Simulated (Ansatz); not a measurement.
# La on Pt(100): change of the work function, part 4 of 4

How does one ordered layer of La (hollow site) change the work function of Pt(100), and what dipole does each adsorbate carry?

Ansatz 0.2.0; plane-wave DFT, PBEsol, Ansatz PAW.

So far, work function, upper face (eV): step 2 (the clean slab) 5.74; step 3 (adsorbate added) 1.97; step 5 (the covered slab, atoms frozen) 1.97; step 6 (the substrate alone) 5.77; step 7 (the adsorbate layer alone) 3.08.

## 9. A changed input: efield.amplitude = 0.1

This step: plane-wave DFT, PBEsol, Ansatz PAW (Ansatz 0.2.0).

System of this step: La/Pt(100). The cell holds 17 atoms: 16 Pt and 1 La. Cell: a = 5.544 Å, b = 5.544 Å, c = 26.814 Å, α = 90.0°, β = 90.0°, γ = 90.0°. Vacuum lies along c.

A run with a changed input: it repeats the earlier run at 0.25 ML with efield.amplitude to 0.1; its output block differs too.

Contents of input.yaml:

```yaml
crystal:
  lattice:
    - [5.5437171646, 0.0, 0.0]
    - [0.0, 5.5437171646, 0.0]
    - [0.0, 0.0, 26.8135299019]
  atoms:
    - { symbol: Pt, position: [0.25, 0.25, 0.3356514429] }
    - { symbol: Pt, position: [0.0, 0.0, 0.4087488682] }
    - { symbol: Pt, position: [0.25, 0.25, 0.4808329977] }
    - { symbol: Pt, position: [0.0, 0.0, 0.5516645134] }
    - { symbol: Pt, position: [0.25, 0.75, 0.3356514429] }
    - { symbol: Pt, position: [0.0, 0.5, 0.4087488682] }
    - { symbol: Pt, position: [0.25, 0.75, 0.4808329977] }
    - { symbol: Pt, position: [0.0, 0.5, 0.5516645134] }
    - { symbol: Pt, position: [0.75, 0.25, 0.3356514429] }
    - { symbol: Pt, position: [0.5, 0.0, 0.4087488682] }
    - { symbol: Pt, position: [0.75, 0.25, 0.4808329977] }
    - { symbol: Pt, position: [0.5, 0.0, 0.5516645134] }
    - { symbol: Pt, position: [0.75, 0.75, 0.3356514429] }
    - { symbol: Pt, position: [0.5, 0.5, 0.4087488682] }
    - { symbol: Pt, position: [0.75, 0.75, 0.4808329977] }
    - { symbol: Pt, position: [0.5, 0.5, 0.5516645134] }
    - { symbol: La, position: [0.25, 0.25, 0.6643485571] }
kpoints:
  mp_grid: { grid: [6, 6, 1] }
hamiltonian:
  xc: pbesol
scf:
  occupations: { method: fermi_dirac, width: 0.1 }
  convergence: { dr2_threshold: 1.0e-08 }
efield:
  axis: 3
  dipole_correction: true
  ramp_position: 0.97
  ramp_width: 0.06
  amplitude: 0.1
relax:
  f_tol: 0.02
  max_steps: 60
  constraints: [{ sites: [0, 1, 4, 5, 8, 9, 12, 13] }]
output:
  bader: true
  dos: { projected: true, e_range: [-8, 4] }
  write_potential: true
  write_density: true
  volumetric_format: npy
```

On the command line:

```console
$ ansatz run input.yaml --threads 4 --pin off --max-ram 6144MiB --backend cpu --events-out ev --progress --plain --runs-dir out
```

Output:

```text
[...]
Crystal: 17 atoms, lattice volume = 824.055 Å³
Basis set: ecut = 420 eV, 16141 PW (Γ), exchange–correlation on 80×80×360 points (8 copies of the dense FFT grid, shifted against one another)
Bands: 180, of which v1, the nominal top of the filled ones, is band 150 counted from 1 (149 counted from 0)
Symmetry: 8 space group operations
[...]
k-points: 10 of 36
[...]
SCF iter   1: F=—  HF=-204302.830763 eV  |F-HF|=—  |Δ(HF+E_count)|=         —  Δρ=5.11e-2  dr2=3.79e1  ethr=3.10e-3  p=0.197 e·Å  D=4.33e-2 V/Å  ΔV_dip=-1.16 eV  dr2_dipole=1.10e1  V_vac-E_F(+/−)=5.31/4.02 eV  ⟨swp⟩=8.5  Hψ=7818  notcnv=0  defer=2
[...]
SCF iter  25: F=-204294.546925 eV  HF=-204294.546925 eV  |F-HF|=3.20e-9  |Δ(HF+E_count)|=   1.46e-9  Δρ=3.95e-7  dr2=3.17e-9  ethr=3.34e-12  p=0.735 e·Å  D=1.61e-1 V/Å  ΔV_dip=-4.33 eV  dr2_dipole=4.99e-10  V_vac-E_F(+/−)=3.22/5.10 eV  ⟨swp⟩=15.0  Hψ=12065  notcnv=0
SCF 1 converged in 25 iterations: F = -204294.546925 eV  dr2 = 3.17e-9
[...]
relax step   1: F+E_penalty+E_count = -204294.54692496 eV  Δ(F+E_penalty+E_count) = +0.000e0 eV  max|allowed force component| = 3.553e0 eV/Å  Δτ_max = 0.0000 Å  (25 SCF iters, accepted)
[...]
SCF iter  12: F=-204295.491292 eV  HF=-204295.491292 eV  |F-HF|=2.91e-9  |Δ(HF+E_count)|=   2.46e-8  Δρ=3.29e-7  dr2=2.35e-9  ethr=3.34e-12  p=0.759 e·Å  D=1.67e-1 V/Å  ΔV_dip=-4.47 eV  dr2_dipole=3.84e-10  V_vac-E_F(+/−)=3.08/5.10 eV  ⟨swp⟩=14.3  Hψ=12753  notcnv=0
SCF 2 converged in 12 iterations: F = -204295.491292 eV  dr2 = 2.35e-9
relax step   2: F+E_penalty+E_count = -204295.49129194 eV  Δ(F+E_penalty+E_count) = -9.444e-1 eV  max|allowed force component| = 3.975e0 eV/Å  Δτ_max = 0.1950 Å  (12 SCF iters, accepted)
SCF iter   1: F=—  HF=-204296.453037 eV  |F-HF|=—  |Δ(HF+E_count)|=         —  Δρ=3.49e-3  dr2=4.56e-1  ethr=2.10e-3  p=0.759 e·Å  D=1.67e-1 V/Å  ΔV_dip=-4.47 eV  dr2_dipole=3.37e-3  V_vac-E_F(+/−)=3.10/5.12 eV  ⟨swp⟩=4.5  Hψ=3589  notcnv=0  defer=18
[...]
SCF iter  12: F=-204296.420655 eV  HF=-204296.420655 eV  |F-HF|=4.95e-9  |Δ(HF+E_count)|=   1.86e-8  Δρ=4.04e-7  dr2=6.67e-9  ethr=3.34e-12  p=0.794 e·Å  D=1.74e-1 V/Å  ΔV_dip=-4.67 eV  dr2_dipole=5.35e-11  V_vac-E_F(+/−)=2.89/5.11 eV  ⟨swp⟩=14.4  Hψ=12741  notcnv=0
SCF 3 converged in 12 iterations: F = -204296.420655 eV  dr2 = 6.67e-9
[...]
relax step   3: F+E_penalty+E_count = -204296.42065504 eV  Δ(F+E_penalty+E_count) = -9.294e-1 eV  max|allowed force component| = 4.025e0 eV/Å  Δτ_max = 0.1950 Å  (12 SCF iters, accepted)
[...]
relax step   4: F+E_penalty+E_count = -204297.26151925 eV  Δ(F+E_penalty+E_count) = -8.409e-1 eV  max|allowed force component| = 3.348e0 eV/Å  Δτ_max = 0.1934 Å  (11 SCF iters, accepted)
[...]
relax step   5: F+E_penalty+E_count = -204297.82422398 eV  Δ(F+E_penalty+E_count) = -5.627e-1 eV  max|allowed force component| = 1.613e0 eV/Å  Δτ_max = 0.1985 Å  (11 SCF iters, accepted)
[...]
relax step   6: F+E_penalty+E_count = -204297.94926192 eV  Δ(F+E_penalty+E_count) = -1.250e-1 eV  max|allowed force component| = 5.534e-1 eV/Å  Δτ_max = 0.2000 Å  (12 SCF iters, accepted)
[...]
relax step   7: F+E_penalty+E_count = -204298.00713306 eV  Δ(F+E_penalty+E_count) = -5.787e-2 eV  max|allowed force component| = 2.322e-1 eV/Å  Δτ_max = 0.0455 Å  (12 SCF iters, accepted)
[...]
relax step   8: F+E_penalty+E_count = -204298.02048791 eV  Δ(F+E_penalty+E_count) = -1.335e-2 eV  max|allowed force component| = 6.262e-2 eV/Å  Δτ_max = 0.0210 Å  (10 SCF iters, accepted)
SCF iter   1: F=—  HF=-204298.022297 eV  |F-HF|=—  |Δ(HF+E_count)|=         —  Δρ=3.87e-4  dr2=8.85e-4  ethr=3.70e-6  p=0.838 e·Å  D=1.84e-1 V/Å  ΔV_dip=-4.93 eV  dr2_dipole=6.48e-5  V_vac-E_F(+/−)=2.63/5.11 eV  ⟨swp⟩=2.2  Hψ=3285  notcnv=0  defer=20
[...]
SCF iter   9: F=-204298.021403 eV  HF=-204298.021403 eV  |F-HF|=3.03e-9  |Δ(HF+E_count)|=   1.78e-8  Δρ=2.66e-7  dr2=1.95e-9  ethr=3.34e-12  p=0.839 e·Å  D=1.84e-1 V/Å  ΔV_dip=-4.94 eV  dr2_dipole=3.18e-10  V_vac-E_F(+/−)=2.62/5.11 eV  ⟨swp⟩=11.6  Hψ=12594  notcnv=0
SCF 9 converged in 9 iterations: F = -204298.021403 eV  dr2 = 1.95e-9
[...]
relax step   9: F+E_penalty+E_count = -204298.02140301 eV  Δ(F+E_penalty+E_count) = -9.151e-4 eV  max|allowed force component| = 5.950e-3 eV/Å  Δτ_max = 0.0071 Å  (9 SCF iters, accepted)
[...]
SCF converged after 9 iterations
Free energy (F): -204298.021403 eV
[...]
Internal energy: -204297.207902 eV  (E = F + TS)
E sigma→0 (E₀):  -204297.614652 eV
Entropy (-TS):   -0.813501 eV (-47.853 meV/atom)
Fermi energy:    4.720848 eV
Dipole field:    D = 0.184210 V/Å  (p = 0.838896 e·Å, saw-weighted, corrected)
Work function:   not extracted (applied field tilts the vacuum); planar V_es + V_field profile in the machine report
[...]
--- Forces (eV/Å), atoms counted from 1 ---
  atom   1  Pt    -0.00000000     0.00000000     0.45338227
  atom   2  Pt     0.11227699     0.11227699    -0.40549100
  atom   3  Pt    -0.00000000     0.00000000    -0.00235808
  atom   4  Pt    -0.00122452    -0.00122452     0.00016930
  atom   5  Pt     0.00000000     0.00000000     0.40151407
  atom   6  Pt     0.11227699    -0.11227699    -0.40549100
  atom   7  Pt     0.00000000     0.00000000    -0.00373200
  atom   8  Pt    -0.00122452     0.00122452     0.00016930
  atom   9  Pt    -0.00000000     0.00000000     0.40151407
  atom  10  Pt    -0.11227699     0.11227699    -0.40549100
  atom  11  Pt    -0.00000000     0.00000000    -0.00373200
  atom  12  Pt     0.00122452    -0.00122452     0.00016930
  atom  13  Pt     0.00000000     0.00000000     0.37792398
  atom  14  Pt    -0.11227699    -0.11227699    -0.40549100
  atom  15  Pt     0.00000000     0.00000000    -0.00594967
  atom  16  Pt     0.00122452     0.00122452     0.00016930
  atom  17  La    -0.00000000     0.00000000     0.00273021
  max |Σ_I F_I| component: 6.01e-6 eV/Å
--- Band table (eV; the first three rows and the last of 10) ---
  k-point 0: bands = [... 146 lower, 4.8698, 4.8698, 5.2174, 5.2327, 5.3360, 5.3385, 5.5273, 5.5273, ... 26 higher]
  k-point 1: bands = [... 146 lower, 4.7094, 4.8123, 4.8263, 4.8686, 4.9584, 5.1017, 5.1801, 5.3922, ... 26 higher]
  k-point 2: bands = [... 146 lower, 4.6078, 4.6188, 4.7018, 4.7456, 4.8120, 4.9737, 4.9804, 5.0897, ... 26 higher]
  k-point 9: bands = [... 146 lower, 3.7894, 3.7894, 4.4544, 4.6522, 4.6522, 4.7544, 4.7867, 4.7869, ... 26 higher]
--- Relaxed structure (9 steps of the walk, 9 accepted, 0 SCFs on fresh bases) ---
  F+E_penalty+E_count = -204298.02140301 eV   max|allowed force component| = 5.950e-3 eV/Å
  atoms:
    - { symbol: Pt, position: [0.250000, 0.250000, 0.335651] }
    - { symbol: Pt, position: [0.0, 0.0, 0.4087488682] }
    - { symbol: Pt, position: [0.250000, 0.250000, 0.482742] }
    - { symbol: Pt, position: [-0.00549824, -0.00549824, 0.555987] }
    - { symbol: Pt, position: [0.250000, 0.750000, 0.335651] }
    - { symbol: Pt, position: [0.0, 0.500000, 0.4087488682] }
    - { symbol: Pt, position: [0.250000, 0.750000, 0.481711] }
    - { symbol: Pt, position: [-0.00549824, 0.505498, 0.555987] }
    - { symbol: Pt, position: [0.750000, 0.250000, 0.335651] }
    - { symbol: Pt, position: [0.500000, 0.0, 0.4087488682] }
    - { symbol: Pt, position: [0.750000, 0.250000, 0.481711] }
    - { symbol: Pt, position: [0.505498, -0.00549824, 0.555987] }
    - { symbol: Pt, position: [0.750000, 0.750000, 0.335651] }
    - { symbol: Pt, position: [0.500000, 0.500000, 0.4087488682] }
    - { symbol: Pt, position: [0.750000, 0.750000, 0.479972] }
    - { symbol: Pt, position: [0.505498, 0.505498, 0.555987] }
    - { symbol: La, position: [0.250000, 0.250000, 0.626950] }
--- Bader charges: 17 sites ---
  site symbol  charge [e]  shift [e]
     0     Pt     -0.0541     0.0000
     1     Pt      0.0549     0.0000
     2     Pt      0.0239     0.0000
     3     Pt     -0.3324     0.0000
     4     Pt     -0.0581     0.0000
     5     Pt      0.0549     0.0000
     6     Pt      0.0128     0.0000
     7     Pt     -0.3324     0.0000
     8     Pt     -0.0581     0.0000
     9     Pt      0.0549     0.0000
    10     Pt      0.0129     0.0000
    11     Pt     -0.3324     0.0000
    12     Pt     -0.0550     0.0000
    13     Pt      0.0549     0.0000
    14     Pt     -0.0135     0.0000
    15     Pt     -0.3325     0.0000
    16     La      1.2994     0.0000
  estimated error of the sums over rays = 7.8e-4 e
```

Run time: 7.7 min. Hardware: 4 threads of Arm Neoverse V2, shared host; peak memory 3.7 GiB.

The steps of the relaxation:

| step | energy less that of the first step (eV) | largest force component (eV/Å) |
| --- | --- | --- |
| 1 | 0.0000 | 3.5527 |
| 2 | -0.9444 | 3.9753 |
| 3 | -1.8737 | 4.0254 |
| 4 | -2.7146 | 3.3480 |
| 5 | -3.2773 | 1.6128 |
| 6 | -3.4023 | 0.5534 |
| 7 | -3.4602 | 0.2322 |
| 8 | -3.4736 | 0.0626 |
| 9 | -3.4745 | 0.0060 |

Forces are held to the 8 operations that the program found; a distortion that breaks them can't arise in this run.

The atoms that moved most (Å):

| atom | dx | dy | dz | length |
| --- | --- | --- | --- | --- |
| La17 | 0.000 | 0.000 | -1.003 | 1.003 |
| Pt4 | -0.030 | -0.030 | 0.116 | 0.124 |
| Pt12 | 0.030 | -0.030 | 0.116 | 0.124 |
| Pt8 | -0.030 | 0.030 | 0.116 | 0.124 |
| Pt16 | 0.030 | 0.030 | 0.116 | 0.124 |
| Pt3 | 0.000 | 0.000 | 0.051 | 0.051 |
| Pt7 | 0.000 | 0.000 | 0.024 | 0.024 |
| Pt11 | 0.000 | 0.000 | 0.024 | 0.024 |

The relaxed structure:

```cif
data_structure
_symmetry_space_group_name_H-M 'P 1'
_symmetry_Int_Tables_number 1
_cell_length_a 5.5437
_cell_length_b 5.5437
_cell_length_c 26.8135
_cell_angle_alpha 90.000
_cell_angle_beta 90.000
_cell_angle_gamma 90.000
_cell_volume 824.05
loop_
_atom_site_label
_atom_site_type_symbol
_atom_site_fract_x
_atom_site_fract_y
_atom_site_fract_z
_atom_site_occupancy
Pt1 Pt 0.25000 0.25000 0.33565 1
Pt2 Pt 0.00000 0.00000 0.40875 1
Pt3 Pt 0.25000 0.25000 0.48274 1
Pt4 Pt 0.99450 0.99450 0.55599 1
Pt5 Pt 0.25000 0.75000 0.33565 1
Pt6 Pt 0.00000 0.50000 0.40875 1
Pt7 Pt 0.25000 0.75000 0.48171 1
Pt8 Pt 0.99450 0.50550 0.55599 1
Pt9 Pt 0.75000 0.25000 0.33565 1
Pt10 Pt 0.50000 0.00000 0.40875 1
Pt11 Pt 0.75000 0.25000 0.48171 1
Pt12 Pt 0.50550 0.99450 0.55599 1
Pt13 Pt 0.75000 0.75000 0.33565 1
Pt14 Pt 0.50000 0.50000 0.40875 1
Pt15 Pt 0.75000 0.75000 0.47997 1
Pt16 Pt 0.50550 0.50550 0.55599 1
La17 La 0.25000 0.25000 0.62695 1
```

This step gave:

```
energy at zero smearing : -204297.6147 eV
dipole along the normal : 0.8389 e·Å
```

The density of states has structure finer than the step of the table below, so its rows give means over 0.5 eV. Peaks (eV: height): -4.75: 43.2, -3.52: 65.5, -3.31: 48.1, -3.19: 51.4, -2.20: 37.2, -0.03: 39.8, 0.06: 39.2.

Table of density of states by energy, zero at the Fermi level; means over each step:

| energy (eV) | density of states (states/eV a cell) |
| --- | --- |
| -7.5 | 3.17 |
| -7.0 | 7.09 |
| -6.5 | 11.4 |
| -6.0 | 20.0 |
| -5.5 | 20.0 |
| -5.0 | 16.2 |
| -4.5 | 21.8 |
| -4.0 | 22.8 |
| -3.5 | 34.4 |
| -3.0 | 22.8 |
| -2.5 | 23.6 |
| -2.0 | 28.0 |
| -1.5 | 26.6 |
| -1.0 | 27.2 |
| -0.5 | 25.5 |
| 0.0 | 24.9 |
| 0.5 | 9.99 |
| 1.0 | 7.22 |
| 1.5 | 7.24 |

Projected DOS per atom over height of the atomic layer and energy from the Fermi level. Layers: Pt4 Pt4 Pt4 Pt4 La from below.

Ten even steps from '_' (0.0 states/eV) to '@' (6.0 states/eV), each cell a mean:
```
________@@
________--
________::
......__..
::--::..__
--::::....
--::::::..
--..::::..
::....--..
==..::--..
::....::__
--------__
::::::::__
::::::::__
..::..::__
........__
..::::..__
..::::..__
__..::____
__....____
__________
__________
```
Columns: height of the atomic layer (Å) from 9 to 16.8; rows upwards: energy from the Fermi level (eV) from -7.96 to 1.95.

| quantity | this run | earlier run | difference |
| --- | --- | --- | --- |
| dipole along the normal (e·Å) | 0.8389 | 0.6460 | 0.19 |

The applied field differs between the two, so the dipoles differ in any case.

## 10. The same run with other settings

System of this step: Pt(100). The cell holds 4 atoms: 4 Pt. Cell: a = 2.772 Å, b = 2.772 Å, c = 23.880 Å, α = 90.0°, β = 90.0°, γ = 90.0°. Vacuum lies along c.

Another changed input: it repeats the earlier run at 0 ML with efield.dipole_correction from true to false and efield.amplitude to 0.1.

Contents of input.yaml:

```yaml
crystal:
  lattice:
    - [2.7718585823, 0.0, 0.0]
    - [0.0, 2.7718585823, 0.0]
    - [0.0, 0.0, 23.88]
  atoms:
    - { symbol: Pt, position: [0.5, 0.5, 0.3768844221] }
    - { symbol: Pt, position: [0.0, 0.0, 0.458961474] }
    - { symbol: Pt, position: [0.5, 0.5, 0.541038526] }
    - { symbol: Pt, position: [0.0, 0.0, 0.6231155779] }
kpoints:
  mp_grid: { grid: [11, 11, 1] }
hamiltonian:
  xc: pbesol
scf:
  occupations: { method: fermi_dirac, width: 0.1 }
  convergence: { dr2_threshold: 1.0e-08 }
efield:
  axis: 3
  dipole_correction: false
  ramp_position: 0.97
  ramp_width: 0.06
  amplitude: 0.1
relax:
  f_tol: 0.02
  max_steps: 60
  constraints: [{ sites: [0, 1] }]
output:
  write_potential: true
  write_density: true
  volumetric_format: npy
```

Output:

```text
[...]
Crystal: 4 atoms, lattice volume = 183.475 Å³
Basis set: ecut = 420 eV, 3659 PW (Γ), exchange–correlation on 40×40×320 points (8 copies of the dense FFT grid, shifted against one another)
Bands: 44, of which v1, the nominal top of the filled ones, is band 36 counted from 1 (35 counted from 0)
Symmetry: 8 space group operations
k-points: 21 of 121
[...]
SCF iter   1: F=—  HF=-49533.411135 eV  |F-HF|=—  |Δ(HF+E_count)|=         —  Δρ=1.95e-2  dr2=1.13e1  ethr=1.77e-3  p=0.000 e·Å  V_vac-E_F(+/−)=6.34/4.16 eV  ⟨swp⟩=8.0  Hψ=4213  notcnv=0  defer=8
[...]
SCF iter  12: F=-49533.229462 eV  HF=-49533.229462 eV  |F-HF|=5.68e-9  |Δ(HF+E_count)|=   1.50e-8  Δρ=7.54e-7  dr2=2.39e-9  ethr=1.39e-11  p=0.060 e·Å  V_vac-E_F(+/−)=6.74/4.68 eV  ⟨swp⟩=10.1  Hψ=6559  notcnv=0
SCF 1 converged in 12 iterations: F = -49533.229462 eV  dr2 = 2.39e-9
[...]
relax step   1: F+E_penalty+E_count = -49533.22946156 eV  Δ(F+E_penalty+E_count) = +0.000e0 eV  max|allowed force component| = 4.565e-1 eV/Å  Δτ_max = 0.0000 Å  (12 SCF iters, accepted)
[...]
SCF iter  12: F=-49533.217926 eV  HF=-49533.217926 eV  |F-HF|=6.34e-9  |Δ(HF+E_count)|=   9.93e-9  Δρ=6.64e-7  dr2=1.82e-9  ethr=1.39e-11  p=0.060 e·Å  V_vac-E_F(+/−)=6.72/4.66 eV  ⟨swp⟩=10.4  Hψ=6517  notcnv=0
SCF 2 converged in 12 iterations: F = -49533.217926 eV  dr2 = 1.82e-9
[...]
relax step   2: F+E_penalty+E_count = -49533.21792631 eV  Δ(F+E_penalty+E_count) = +1.154e-2 eV  max|allowed force component| = 6.718e-1 eV/Å  Δτ_max = 0.1947 Å  (12 SCF iters, rejected (line search))
[...]
SCF iter  11: F=-49533.246527 eV  HF=-49533.246527 eV  |F-HF|=2.98e-9  |Δ(HF+E_count)|=   1.64e-8  Δρ=9.98e-7  dr2=6.31e-9  ethr=6.86e-12  p=0.060 e·Å  V_vac-E_F(+/−)=6.73/4.67 eV  ⟨swp⟩=9.8  Hψ=6158  notcnv=0
SCF 3 converged in 11 iterations: F = -49533.246527 eV  dr2 = 6.31e-9
relax step   3: F+E_penalty+E_count = -49533.24652715 eV  Δ(F+E_penalty+E_count) = -1.707e-2 eV  max|allowed force component| = 6.558e-2 eV/Å  Δτ_max = 0.0964 Å  (11 SCF iters, accepted)
SCF iter   1: F=—  HF=-49533.246884 eV  |F-HF|=—  |Δ(HF+E_count)|=         —  Δρ=5.87e-4  dr2=4.10e-3  ethr=2.79e-5  p=0.060 e·Å  V_vac-E_F(+/−)=6.74/4.68 eV  ⟨swp⟩=2.1  Hψ=1744  notcnv=0  defer=17
[...]
SCF iter   8: F=-49533.246792 eV  HF=-49533.246792 eV  |F-HF|=6.17e-9  |Δ(HF+E_count)|=   2.72e-8  Δρ=5.24e-7  dr2=5.61e-10  ethr=1.39e-11  p=0.060 e·Å  V_vac-E_F(+/−)=6.73/4.67 eV  ⟨swp⟩=10.0  Hψ=6450  notcnv=0
SCF 4 converged in 8 iterations: F = -49533.246792 eV  dr2 = 5.61e-10
relax step   4: F+E_penalty+E_count = -49533.24679175 eV  Δ(F+E_penalty+E_count) = -2.646e-4 eV  max|allowed force component| = 1.365e-3 eV/Å  Δτ_max = 0.0084 Å  (8 SCF iters, accepted)
[...]
SCF converged after 8 iterations
Free energy (F): -49533.246792 eV
[...]
Internal energy: -49533.029890 eV  (E = F + TS)
E sigma→0 (E₀):  -49533.138341 eV
Entropy (-TS):   -0.216902 eV (-54.225 meV/atom)
Fermi energy:    3.746640 eV
Dipole field:    D = 0.059597 V/Å  (p = 0.060428 e·Å, saw-weighted)
Work function:   not extracted (applied field tilts the vacuum); planar V_es + V_field profile in the machine report
[...]
--- Forces (eV/Å), atoms counted from 1 ---
  atom   1  Pt     0.00000000     0.00000000     0.42963379
  atom   2  Pt    -0.00000000     0.00000000    -0.43173718
  atom   3  Pt    -0.00000000     0.00000000     0.00074405
  atom   4  Pt    -0.00000000     0.00000000     0.00136516
  max |Σ_I F_I| component: 5.83e-6 eV/Å
--- Band table (eV; the first three rows and the last of 21) ---
  k-point 0: bands = [... 32 lower, 2.9213, 3.0165, 3.0165, 3.6786, 3.8914, 4.0160, 4.0160, 4.0302, ... 4 higher]
  k-point 1: bands = [... 32 lower, 2.4785, 2.5412, 3.3114, 3.4189, 3.4730, 3.7663, 4.0908, 4.6928, ... 4 higher]
  k-point 2: bands = [... 32 lower, 2.2550, 2.3001, 3.1758, 3.2229, 3.3656, 3.7554, 4.0712, 5.7264, ... 4 higher]
  k-point 20: bands = [... 32 lower, 3.8630, 4.0304, 4.4941, 4.6378, 6.3254, 7.4709, 8.9509, 10.2335, ... 4 higher]
--- Relaxed structure (4 steps of the walk, 3 accepted, 0 SCFs on fresh bases) ---
  F+E_penalty+E_count = -49533.24679175 eV   max|allowed force component| = 1.365e-3 eV/Å
  atoms:
    - { symbol: Pt, position: [0.5, 0.5, 0.3768844221] }
    - { symbol: Pt, position: [0.0, 0.0, 0.458961474] }
    - { symbol: Pt, position: [0.5, 0.5, 0.539904] }
    - { symbol: Pt, position: [0, 0.0, 0.619432] }
```

Wall time 17 s (4 threads); peak memory 0.57 GiB.

| quantity | this run | earlier run | difference |
| --- | --- | --- | --- |
| dipole along the normal (e·Å) | 0.06043 | 5.75e-4 | 0.060 |

The applied field differs between the two, so the dipoles differ in any case.

With the dipole correction off, the periodic images add a field of their own to the typed one.

These numbers are not those of the isolated slab.

## 11. Summary of results

| Quantity | Value |
| --- | --- |
| work function of the clean face | 5.74 eV |
| work function at 0.25 ML | 1.97 eV |
| dipole per adsorbate at 0.25 ML, positive end outwards | 3.09 D |
| step of the potential from the moved charge at 0.25 ML, upper less lower side, atoms held | -3.81 eV |

La lowers the work function of Pt(100) at the lowest coverage, by 3.77 eV: the adsorbate layer has its positive end outwards. One coverage alone was completed, so no trend follows. The slab has 4 layers, at the tabulated experimental lattice constant, one starting site was run, and quantum-size effects of a slab this thin can reach one or two tenths of an eV. The main runs have no spin polarisation; a magnetic state could lie lower and would change these results.

[Long decimals in the printed logs are rounded to 6 places.]

[Logs are printed without paths, hosts, clocks, repeated set-up lines and the standing remarks that a program may print on its own settings, such as how far it seeks lower states.]

[Hosts, paths, dates, database ids (printed as entryN), source tags and the programs' standing remarks are cut or masked in the printed files.]

[Maps of the electrostatic potential energy from Ansatz leave out the sawtooth potential of an applied field or a dipole correction, so their vacuum need not be flat; planar profiles and work functions include it.]

[The density of states shown here was stored with 400 of the rows of the run's finer table, so its peaks can read low, often by over a quarter, or be missed, and its means over a window can be off by a tenth or more.]
